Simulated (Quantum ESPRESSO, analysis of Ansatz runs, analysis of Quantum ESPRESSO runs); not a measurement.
# As-H pair in CdTe: local vibrational mode, LDA (Quantum ESPRESSO)

Subject: As-H pair in CdTe. Wanted: its local vibrational mode, in one set-up (LDA, GBRV 1.5 LDA, 32-site cell, LDA lattice, k: the single point 1/4 1/4 1/4). The model is a cell of 32 host atoms with As put on another atom's site and H put in between. The frequencies come from force constants among the defect atom and its neighbours, with the masses of the isotopes named. A local or semilocal functional is the cheapest first rung.

**The experiment.** As-H stretch, 1H: 2022 cm⁻¹, by infrared absorption (quoted in “Hydrogen in Compound Semiconductors”, 1993, E.E. Haller, quoting earlier work (1993)).

Method: Quantum ESPRESSO plane-wave DFT, LDA, GBRV 1.5 LDA potentials; relaxation of all atoms of a defect supercell, in Quantum ESPRESSO 7.5.

### Step 1. Set-up

The cell holds 33 atoms: 16 Cd, 15 Te, 1 As and 1 H. Its edges and angles: a = 11.125 Å, b = 11.125 Å, c = 11.125 Å, α = 109.5°, β = 109.5°, γ = 109.5°. It derives from CdTe (space group F-43m). Nearest the centre at fractional (0.443, 0.693, 0.443): H33 at 0.62 Å, As28 at 0.90 Å, Cd7 at 2.58 Å, Cd12 at 3.03 Å, Cd9 at 3.04 Å, Cd16 at 3.07 Å, Te23 at 4.03 Å, Te19 at 4.05 Å.

The host's primitive cell comes from a first run (Quantum ESPRESSO plane-wave DFT, LDA, GBRV 1.5 LDA potentials; relaxation of cell and atoms of a defect-free cell): vectors of 4.542, 4.542 and 4.542 Å. That is 33.12 Å³ an atom, 2.6 % under the diffraction cell's volume. The supercell is built on it.

### Step 2. Relaxation, charge 0

Every later number rests on the structure around the defect, so the atoms are relaxed at the host's lattice first.

Input file pw.in:

```
&CONTROL
  calculation = 'relax'
  prefix = 'pwscf'
  outdir = './tmp'
  pseudo_dir = './pseudo'
  tprnfor = .true.
  disk_io = 'low'
  nstep = 70
  forc_conv_thr = 0.00039
  etot_conv_thr = 0.0001
/
&SYSTEM
  ibrav = 0
  nat = 33
  ntyp = 4
  ecutwfc = 45
  ecutrho = 360
  nbnd = 148
  occupations = 'smearing'
  smearing = 'fd'
  degauss = 0.00073499
  nosym = .true.
/
&ELECTRONS
  conv_thr = 3d-08
  electron_maxstep = 100
  mixing_beta = 0.5
/
&IONS
  ion_dynamics = 'bfgs'
/
ATOMIC_SPECIES
Cd   112.4140 cd_lda_v1.uspp.F.UPF
Te   127.6000 te_lda_v1.uspp.F.UPF
As    74.9216 as_lda_v1.uspp.F.UPF
H      1.0080 h_lda_v1.4.uspp.F.UPF
CELL_PARAMETERS angstrom
  -6.4228462395    6.4228462395   -6.4228462395
   6.4228462395    6.4228462395    6.4228462395
   6.4228462395   -6.4228462395   -6.4228462395
ATOMIC_POSITIONS crystal
Cd    -0.0008526693    0.0005117003    0.0012882186
Cd    -0.0010531012    0.2481910705    0.7500613567
Cd     0.0001104403    0.5019396906    0.5009428236
Cd    -0.0008906721    0.7478917510    0.2485051819
Cd     0.2496505971    0.0015673160    0.7497327258
Cd     0.2521152136    0.2506206696    0.5006297593
Cd     0.2107102662    0.4606441945    0.2117511855
Cd     0.2514002305    0.7509789982   -0.0005692236
Cd     0.5012705057   -0.0007752669    0.4995426122
Cd     0.5005445175    0.2484429245    0.2499070027
Cd     0.5004650114    0.5002107277    0.0019823784
Cd     0.5002215721    0.7500725877    0.7483097397
Cd     0.7495096023    0.0008050456    0.2515510184
Cd     0.7495281411    0.2503743065   -0.0016916276
Cd     0.7480572391    0.4981575768    0.7489419010
Cd     0.7509884158    0.7487968174    0.5000690262
Te    -0.0006474048    0.0003253235    0.7514983291
Te    -0.0016139291    0.2484634267    0.4999609701
Te    -0.0006657208    0.4983405990    0.2503964751
Te     0.0020688669    0.7514259467    0.0006726300
Te     0.2488006370   -0.0021985422    0.4988391733
Te     0.2482804249    0.2486641346    0.2479522809
Te     0.2516120583    0.5020615317    0.0015383136
Te     0.2489524862    0.7497243670    0.7479950318
Te     0.4997797722    0.0017397312    0.2509040507
Te     0.5008840204    0.2500024074    0.0018890000
Te     0.5003042069    0.5004947911    0.7485153299
As     0.5246542183    0.7736901912    0.5237677029
Te     0.7480133075   -0.0015263696   -0.0017611462
Te     0.7480383211    0.2498473335    0.7495339084
Te     0.7497422888    0.4981426662    0.4985655072
Te     0.7512143000    0.7509019230    0.2492316916
H      0.3875423171    0.6360790639    0.3876006683
K_POINTS crystal
1
0.25 0.25 0.25 1.0
```

Command:

```bash
$ OMP_NUM_THREADS=1 mpirun -n 4 pw.x -in pw.in > pw.out
```

The log of the run:

```text
This program is part of the open-source Quantum ESPRESSO suite
     for quantum simulation of materials; please cite
         "P. Giannozzi et al., J. Phys.:Condens. Matter 21 395502 (2009);
         "P. Giannozzi et al., J. Phys.:Condens. Matter 29 465901 (2017);
         "P. Giannozzi et al., J. Chem. Phys. 152 154105 (2020);
          URL
     in publications or presentations arising from this work. More details at

     Subspace diagonalization in iterative solution of the eigenvalue problem:
     a serial algorithm will be used

     --------------------
     sticks:   dense  smooth     PW     G-vecs:    dense   smooth      PW
     Min        2985    1486    399               206259    72845   10065
     Max        2987    1488    400               206260    72847   10066
     Sum       11943    5947   1599               825037   291383   40263

     Using Slab Decomposition

     bravais-lattice index     =            0
     lattice parameter (alat)  =      21.0226  a.u.
     unit-cell volume          =    7152.1921 (a.u.)^3
     number of atoms/cell      =           33
     number of atomic types    =            4
     number of electrons       =       288.00
     number of Kohn-Sham states=          148
     kinetic-energy cutoff     =      45.0000  Ry
     charge density cutoff     =     360.0000  Ry
     scf convergence threshold =      3.0E-08
     mixing beta               =       0.5000
     number of iterations used =            8  plain     mixing
     energy convergence thresh.=      1.0E-04
     force convergence thresh. =      3.9E-04
     Exchange-correlation=  SLA  PZ   NOGX NOGC
                           (   1   1   0   0   0   0   0)
     nstep                     =           70

     celldm(1)=  21.022629  celldm(2)=   0.000000  celldm(3)=   0.000000
     celldm(4)=   0.000000  celldm(5)=   0.000000  celldm(6)=   0.000000

     crystal axes: (cart. coord. in units of alat)
               a(1) = (  -0.577350   0.577350  -0.577350 )
               a(2) = (   0.577350   0.577350   0.577350 )
               a(3) = (   0.577350  -0.577350  -0.577350 )

     reciprocal axes: (cart. coord. in units 2 pi/alat)
               b(1) = (  0.000000  0.866025 -0.866025 )
               b(2) = (  0.866025  0.866025 -0.000000 )
               b(3) = (  0.866025  0.000000 -0.866025 )

     PseudoPot. # 1 for Cd read from file:
     cd_lda_v1.uspp.F.UPF
     Pseudo is Ultrasoft + core correction, Zval = 12.0
     Generated by new atomic code, or converted to UPF format
     Using radial grid of  889 points,  6 beta functions with:
                l(1) =   0
                l(2) =   0
                l(3) =   1
                l(4) =   1
                l(5) =   2
                l(6) =   2
     Q(r) pseudized with  6 coefficients,  rinner =    1.000   1.000   1.000
                                                       1.000   1.000

     PseudoPot. # 2 for Te read from file:
     te_lda_v1.uspp.F.UPF
     Pseudo is Ultrasoft + core correction, Zval =  6.0
     Generated by new atomic code, or converted to UPF format
     Using radial grid of  891 points,  5 beta functions with:
                l(1) =   0
                l(2) =   0
                l(3) =   1
                l(4) =   1
                l(5) =   2
     Q(r) pseudized with  6 coefficients,  rinner =    1.800   1.800   1.800
                                                       1.800   1.800

     PseudoPot. # 3 for As read from file:
     as_lda_v1.uspp.F.UPF
     Pseudo is Ultrasoft + core correction, Zval =  5.0
     Generated by new atomic code, or converted to UPF format
     Using radial grid of  875 points,  6 beta functions with:
                l(1) =   0
                l(2) =   0
                l(3) =   1
                l(4) =   1
                l(5) =   2
                l(6) =   2
     Q(r) pseudized with  8 coefficients,  rinner =    1.300   1.300   1.300
                                                       1.300   1.300

     PseudoPot. # 4 for H  read from file:
     h_lda_v1.4.uspp.F.UPF
     Pseudo is Ultrasoft, Zval =  1.0
     Generated by new atomic code, or converted to UPF format
     Using radial grid of  615 points,  2 beta functions with:
                l(1) =   0
                l(2) =   0
     Q(r) pseudized with  8 coefficients,  rinner =    0.700

     atomic species   valence    mass     pseudopotential
     Cd               12.00   112.41400     Cd( 1.00)
     Te                6.00   127.60000     Te( 1.00)
     As                5.00    74.92160     As( 1.00)
     H                 1.00     1.00800     H ( 1.00)

     No symmetry found

   Cartesian axes

     site n.     atom                  positions (alat units)
         1        Cd     tau(   1) = (   0.0015315  -0.0009406   0.0000440  )
         2        Cd     tau(   2) = (   0.5769493  -0.2903630  -0.2891469  )
         3        Cd     tau(   3) = (   0.5789507   0.0006393   0.0005118  )
         4        Cd     tau(   4) = (   0.5757843   0.2878067   0.2888352  )
         5        Cd     tau(   5) = (   0.2896274  -0.2878177  -0.5760893  )
         6        Cd     tau(   6) = (   0.2881759   0.0012160  -0.2899016  )
         7        Cd     tau(   7) = (   0.2665540   0.2653521   0.0220448  )
         8        Cd     tau(   8) = (   0.2881033   0.5790526   0.2887606  )
         9        Cd     tau(   9) = (  -0.0014452   0.0005500  -0.5782673  )
        10        Cd     tau(  10) = (  -0.0012670   0.2881442  -0.2898348  )
        11        Cd     tau(  11) = (   0.0009977   0.5765959  -0.0012913  )
        12        Cd     tau(  12) = (   0.5762884   0.2898208  -0.2877853  )
        13        Cd     tau(  13) = (  -0.2870317   0.2879613  -0.5774978  )
        14        Cd     tau(  14) = (  -0.2891633   0.5782706  -0.2872099  )
        15        Cd     tau(  15) = (   0.2881222   0.2871007  -0.5766814  )
        16        Cd     tau(  16) = (   0.2874497   0.5771864  -0.2899803  )
        17        Te     tau(  17) = (   0.4344394  -0.4340637  -0.4333162  )
        18        Te     tau(  18) = (   0.4330348  -0.1461340  -0.1442704  )
        19        Te     tau(  19) = (   0.4326679   0.1427663   0.1435350  )
        20        Te     tau(  20) = (   0.4330299   0.4346421   0.4322532  )
        21        Te     tau(  21) = (   0.1430905  -0.1456291  -0.4329194  )
        22        Te     tau(  22) = (   0.1433769   0.1437558  -0.1429338  )
        23        Te     tau(  23) = (   0.1454852   0.4342455   0.1437089  )
        24        Te     tau(  24) = (   0.7209759   0.1447312  -0.1427344  )
[...]
atom    6 type  1   force =     0.00007889    0.00009039   -0.00000240
     atom    7 type  1   force =     0.00008598   -0.00004370   -0.00029889
     atom    8 type  1   force =     0.00002135   -0.00008171   -0.00015417
     atom    9 type  1   force =     0.00004413    0.00004858    0.00015186
     atom   10 type  1   force =     0.00017008    0.00002901   -0.00003612
     atom   11 type  1   force =     0.00004379   -0.00002610    0.00002327
     atom   12 type  1   force =    -0.00008461   -0.00012276    0.00009022
     atom   13 type  1   force =    -0.00016191   -0.00016823    0.00012919
     atom   14 type  1   force =    -0.00003490    0.00010071   -0.00012754
     atom   15 type  1   force =    -0.00006317   -0.00011472    0.00012161
     atom   16 type  1   force =    -0.00007663    0.00006954   -0.00000923
[...]
Total force =     0.001162     Total SCF correction =     0.000039
     Energy error            =      3.7E-06 Ry
     Gradient error          =      4.5E-04 Ry/Bohr

     number of scf cycles    =  23
     number of bfgs steps    =  22

     energy             old  =   -2272.0591279556 Ry
     energy             new  =   -2272.0591316642 Ry

     CASE: energy            _new < energy            _old

     new trust radius        =       0.0019679077 bohr
     new conv_thr            =       0.0000000003 Ry

ATOMIC_POSITIONS (crystal)
Cd              -0.0015587618       -0.0018085921       -0.0014470307
Cd              -0.0016676260        0.2484505247        0.7485098658
Cd               0.0007913414        0.4999991951        0.5048465805
Cd               0.0010259516        0.7547421279        0.2501610478
Cd               0.2474863878       -0.0031327582        0.7469035108
Cd               0.2503183004        0.2506998557        0.5048247015
Cd               0.2062894563        0.4563923426        0.2063330494
Cd               0.2502856999        0.7549013297        0.0006348149
Cd               0.5013134301       -0.0097321057        0.5012881546
Cd               0.5047429580        0.2506612610        0.2500898045
Cd               0.5049065403        0.5003958272        0.0010332174
Cd               0.5016281798        0.7514132801        0.7408580145
Cd               0.7469551300       -0.0030530560        0.2478413071
Cd               0.7481349164        0.2482759891       -0.0016150572
Cd               0.7467341820        0.4973584296        0.7466949562
Cd               0.7409943686        0.7513502792        0.5014313083
[...]
NEW-OLD atomic charge density approx. for the potential

     negative rho (up, down):  3.215E-01 0.000E+00

     Self-consistent Calculation

     iteration #  1     ecut=    45.00 Ry     beta= 0.50
     Davidson diagonalization with overlap
     ethr =  1.00E-06,  avg # of iterations =  2.0

     Threshold (ethr) on eigenvalues was too large:
     Diagonalizing with lowered threshold

     Davidson diagonalization with overlap
     ethr =  4.14E-09,  avg # of iterations =  7.0

     negative rho (up, down):  3.215E-01 0.000E+00

     total energy              =   -2272.05913343 Ry
     estimated scf accuracy    <       0.00000081 Ry

     iteration #  2     ecut=    45.00 Ry     beta= 0.50
     Davidson diagonalization with overlap
     ethr =  2.82E-10,  avg # of iterations =  5.0

     negative rho (up, down):  3.215E-01 0.000E+00

     total energy              =   -2272.05913396 Ry
     estimated scf accuracy    <       0.00000019 Ry

     iteration #  3     ecut=    45.00 Ry     beta= 0.50
     Davidson diagonalization with overlap
     ethr =  6.75E-11,  avg # of iterations =  2.0

     negative rho (up, down):  3.215E-01 0.000E+00

     total energy              =   -2272.05913396 Ry
     estimated scf accuracy    <       0.00000004 Ry

     iteration #  4     ecut=    45.00 Ry     beta= 0.50
     Davidson diagonalization with overlap
     ethr =  1.25E-11,  avg # of iterations =  4.0

     negative rho (up, down):  3.215E-01 0.000E+00

     total energy              =   -2272.05913397 Ry
     estimated scf accuracy    <          6.2E-09 Ry

     iteration #  5     ecut=    45.00 Ry     beta= 0.50
     Davidson diagonalization with overlap
     ethr =  2.17E-12,  avg # of iterations =  4.0

     negative rho (up, down):  3.215E-01 0.000E+00

     total energy              =   -2272.05913397 Ry
     estimated scf accuracy    <          2.5E-09 Ry

     iteration #  6     ecut=    45.00 Ry     beta= 0.50
     Davidson diagonalization with overlap
     ethr =  8.56E-13,  avg # of iterations =  2.0

     negative rho (up, down):  3.215E-01 0.000E+00

     End of self-consistent calculation

          k = 0.4330 0.4330-0.4330 ( 36444 PWs)   bands (ev):

[...]
-2.8229  -2.8178  -2.8175  -2.7965  -2.6143  -2.6142  -2.5516  -2.5416
    -2.5413  -2.5153  -2.5090  -2.5087  -2.4942  -2.4939  -2.4938  -2.4628
     0.2453   0.7169   0.7812   0.7818   0.7852   0.8000   0.8004   0.8141
     0.8144   0.8365   0.9241   0.9250   1.9159   2.1909   2.2508   2.2514
     2.4093   2.7941   2.7942   2.8430   2.8795   2.8850   2.8880   2.8882
     2.9023   2.9028   3.0332   3.0336   3.3576   3.5814   3.5816   3.6266
     3.6309   3.6312   3.6364   3.6589   3.6595   3.6680   3.8234   3.8239
     4.4584   4.6180   4.6183   4.6569   4.6574   4.6577   4.7836   4.7838
     6.7390   6.8859   6.9689   6.9696

     the Fermi energy is     5.4020 ev

!    total energy              =   -2272.05913397 Ry
     estimated scf accuracy    <          2.0E-10 Ry
     smearing contrib. (-TS)   =       0.00000000 Ry
     internal energy E=F+TS    =   -2272.05913397 Ry

     The total energy is F=E-TS. E is the sum of the following terms:
     one-electron contribution =    -732.81525179 Ry
     hartree contribution      =     566.79588260 Ry
     xc contribution           =    -871.95515089 Ry
     ewald contribution        =   -1234.08461389 Ry

     convergence has been achieved in   6 iterations

     negative rho (up, down):  3.215E-01 0.000E+00

     Forces acting on atoms (cartesian axes, Ry/au):

[...]
atom   26 type  2   force =     0.00005158   -0.00006106    0.00007234
     atom   27 type  2   force =    -0.00007305   -0.00005764   -0.00006578
     atom   28 type  3   force =     0.00008492    0.00006276   -0.00007444
     atom   29 type  2   force =    -0.00007222    0.00019109    0.00007910
     atom   30 type  2   force =    -0.00012461   -0.00004267   -0.00013054
     atom   31 type  2   force =    -0.00001872   -0.00008145   -0.00008471
     atom   32 type  2   force =     0.00002699   -0.00002815    0.00006929
     atom   33 type  4   force =     0.00016670   -0.00001581   -0.00002970

     Total force =     0.000963     Total SCF correction =     0.000080
     Energy error            =      2.3E-06 Ry
     Gradient error          =      3.7E-04 Ry/Bohr

     bfgs converged in  24 scf cycles and  23 bfgs steps
     (criteria: energy <  1.0E-04 Ry, force <  3.9E-04 Ry/Bohr)

     End of BFGS Geometry Optimization

     Final energy             =   -2272.0591339729 Ry

     File ./tmp/pwscf.bfgs deleted, as requested
Begin final coordinates

ATOMIC_POSITIONS (crystal)
[...]
Te               0.4979890912        0.2474740784       -0.0025664650
Te               0.5000061588        0.5028807088        0.7505301738
As               0.5311996201        0.7807403042        0.5309926697
Te               0.7495865705       -0.0004702090        0.0002202575
Te               0.7493114167        0.2498050948        0.7494697042
Te               0.7504208511        0.5027608954        0.4998898659
Te               0.7507221444        0.7500644664        0.2530126803
H                0.3918743666        0.6407307166        0.3911242782
End final coordinates

=------------------------------------------------------------------------------=
   JOB DONE.
=------------------------------------------------------------------------------=
```

Wall time 36 min (4 MPI ranks of Arm Neoverse V2, shared host); peak memory 3.7 GiB; 2.4 h of CPU time.

Relaxation path (22 of 24):

| step | energy less that of the first step (eV) |
| --- | --- |
| 0 | 0.0000 |
| 1 | -0.0722 |
| 2 | -0.1461 |
| 3 | -0.2066 |
| 4 | -0.2225 |
| 5 | -0.2329 |
| 7 | -0.2434 |
| 8 | -0.2469 |
| 9 | -0.2485 |
| 10 | -0.2489 |
| 11 | -0.2493 |
| 12 | -0.2497 |
| 13 | -0.2500 |
| 14 | -0.2503 |
| 15 | -0.2506 |
| 16 | -0.2510 |
| 18 | -0.2519 |
| 19 | -0.2520 |
| 20 | -0.2521 |
| 21 | -0.2522 |
| 22 | -0.2522 |
| 23 | -0.2523 |

The atoms that moved most (Å):

| atom | dx | dy | dz | length |
| --- | --- | --- | --- | --- |
| Cd16 | 0.089 | -0.057 | 0.072 | 0.128 |
| Cd9 | -0.047 | -0.068 | -0.069 | 0.108 |
| Cd12 | -0.048 | 0.066 | 0.047 | 0.094 |
| Te22 | -0.023 | -0.027 | -0.072 | 0.080 |
| As28 | 0.050 | 0.041 | -0.043 | 0.077 |
| Te19 | 0.059 | -0.018 | 0.042 | 0.075 |
| Te23 | -0.045 | 0.042 | 0.041 | 0.074 |
| Cd4 | 0.042 | 0.046 | 0.021 | 0.066 |

Final coordinates:

```
CELL_PARAMETERS angstrom
-6.42285 6.42285 -6.42285
6.42285 6.42285 6.42285
6.42285 -6.42285 -6.42285
ATOMIC_POSITIONS crystal
Cd 0.99844 0.99819 0.99855
Cd 0.99833 0.24845 0.74851
Cd 0.00079 0.50000 0.50485
Cd 0.00103 0.75474 0.25016
Cd 0.24749 0.99687 0.74690
Cd 0.25032 0.25070 0.50482
Cd 0.20629 0.45639 0.20633
Cd 0.25029 0.75490 0.00063
Cd 0.50131 0.99027 0.50129
Cd 0.50474 0.25066 0.25009
Cd 0.50491 0.50040 0.00103
Cd 0.50163 0.75141 0.74086
Cd 0.74696 0.99695 0.24784
Cd 0.74813 0.24828 0.99838
Cd 0.74673 0.49736 0.74669
Cd 0.74099 0.75135 0.50143
Te 0.00004 0.99957 0.74974
Te 0.99764 0.24744 0.49833
Te 0.99466 0.50155 0.25169
Te 0.99743 0.74787 0.99730
Te 0.25303 0.00035 0.50005
Te 0.25175 0.24475 0.25174
Te 0.25172 0.50183 0.99488
Te 0.25301 0.74995 0.75029
Te 0.49996 0.00038 0.25297
Te 0.49799 0.24747 0.99743
Te 0.50001 0.50288 0.75053
As 0.53120 0.78074 0.53099
Te 0.74959 0.99953 0.00022
Te 0.74931 0.24981 0.74947
Te 0.75042 0.50276 0.49989
Te 0.75072 0.75006 0.25301
H 0.39187 0.64073 0.39112
```

Neighbours of the ideal centre at the end:

| atom | distance (Å) |
| --- | --- |
| H33 | 0.576 |
| As28 | 0.979 |
| Cd7 | 2.633 |
| Cd9 | 2.939 |
| Cd12 | 2.944 |
| Cd16 | 2.947 |
| Te23 | 4.092 |
| Te22 | 4.093 |
| Te19 | 4.094 |

Neighbours of the added atoms: H33: As28 1.55, Cd7 2.06, Cd16 3.28 Å.

(Continued in part 2 of 2.)

[Logs are printed without paths, hosts, clocks, repeated set-up lines and the standing remarks that a program may print on its own settings, such as how far it seeks lower states.]

[Hosts, paths, dates, database ids (printed as entryN), source tags and the programs' standing remarks are cut or masked in the printed files.]

[For some hosts the program warned that the k-mesh of the response run may be too coarse for force constants and the static dielectric constant; such warnings are not shown here.]
